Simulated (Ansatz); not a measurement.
In doubt: masses and optical values from hybrid runs of this build are listed as unsure (in some of the runs), which bears on the screening that GW takes from such a start.

SrWO4 (I4_1/a), computed twice by G0W0.

Symmetry: I4_1/a, No. 88, tetragonal system. Conventional cell: a = 5.440 Å, b = 5.440 Å, c = 11.940 Å, α = 90.00°, β = 90.00°, γ = 90.00°. Nearest to Sr lie 8 O at 2.58 to 2.62 Å. Nearest to W lie 4 O at 1.80 Å. O has 1 W at 1.80 Å and 2 Sr at 2.58 to 2.62 Å nearest. Farther neighbours and most contacts between anions are not listed.

```xyz
12
Lattice="-2.7201 2.7201 5.9699 2.7201 -2.7201 5.9699 2.7201 2.7201 -5.9699" Properties=species:S:1:pos:R:3 pbc="T T T"
Sr    0.0000    2.7201    2.9850
Sr    0.0000    0.0000    0.0000
W     2.7201    0.0000    2.9850
W     0.0000    0.0000    5.9699
O     1.2815   -0.7734    6.9610
O     3.4935    1.2815    3.9761
O     1.9467   -1.2815    3.9761
O     1.4386    3.4935    0.9911
O     4.0016   -0.7734    1.9938
O     0.7734    1.2815    4.9788
O     1.9467    1.4386   -0.9911
O     1.4386    0.7734    1.9938
```

The cell and positions are those that the Materials Project relaxed with its own functionals (PBE, PBE+U or r2SCAN), kept fixed. Spin-orbit coupling is left out unless a run names it. PAW set soft_2, made with PBE.

The first (Ansatz 0.2.0; start LDA, 4×4×4 mesh, 968 empty bands, screening to 180 eV; 1 × NVIDIA H100 80GB HBM3 (shared by 6 runs) with 3 threads of AMD EPYC 7R13 (Zen 3), shared host) gave, on its mesh: starting gap 4.34 eV, G0W0 gap 6.59 eV, RPA ε∞ (mean) 3.47, 2.7 min.

The second gave: starting gap 5.96 eV, G0W0 gap 7.15 eV, RPA ε∞ (mean) 2.90, 4.5 min.

Question: What was changed in the input? Choose among start, files, mesh, bands and cutoff, frequency model or another key.

Changed: start from LDA to HSE06. A jump of this size in the start, with ε∞ moving the other way, marks another functional. Other changes could give like numbers; this is the one that was made.

Limits: not at the basis limit; no spin-orbit coupling.

[Paths, hosts, dates, memory and timing lines, banners, echoed tables and standing remarks are left out of the program output.]

[Logs are printed without paths, hosts, clocks, repeated set-up lines and the standing remarks that a program may print on its own settings, such as how far it seeks lower states.]

[Runs of the session that timed out or met a known fault of the program may be left out.]

[Cells called generated may have been cut or substituted from an entry of the Crystallography Open Database or the Materials Project.]

[Hosts, paths, dates, database ids (printed as entryN), source tags and the programs' standing remarks are cut or masked in the printed files.]
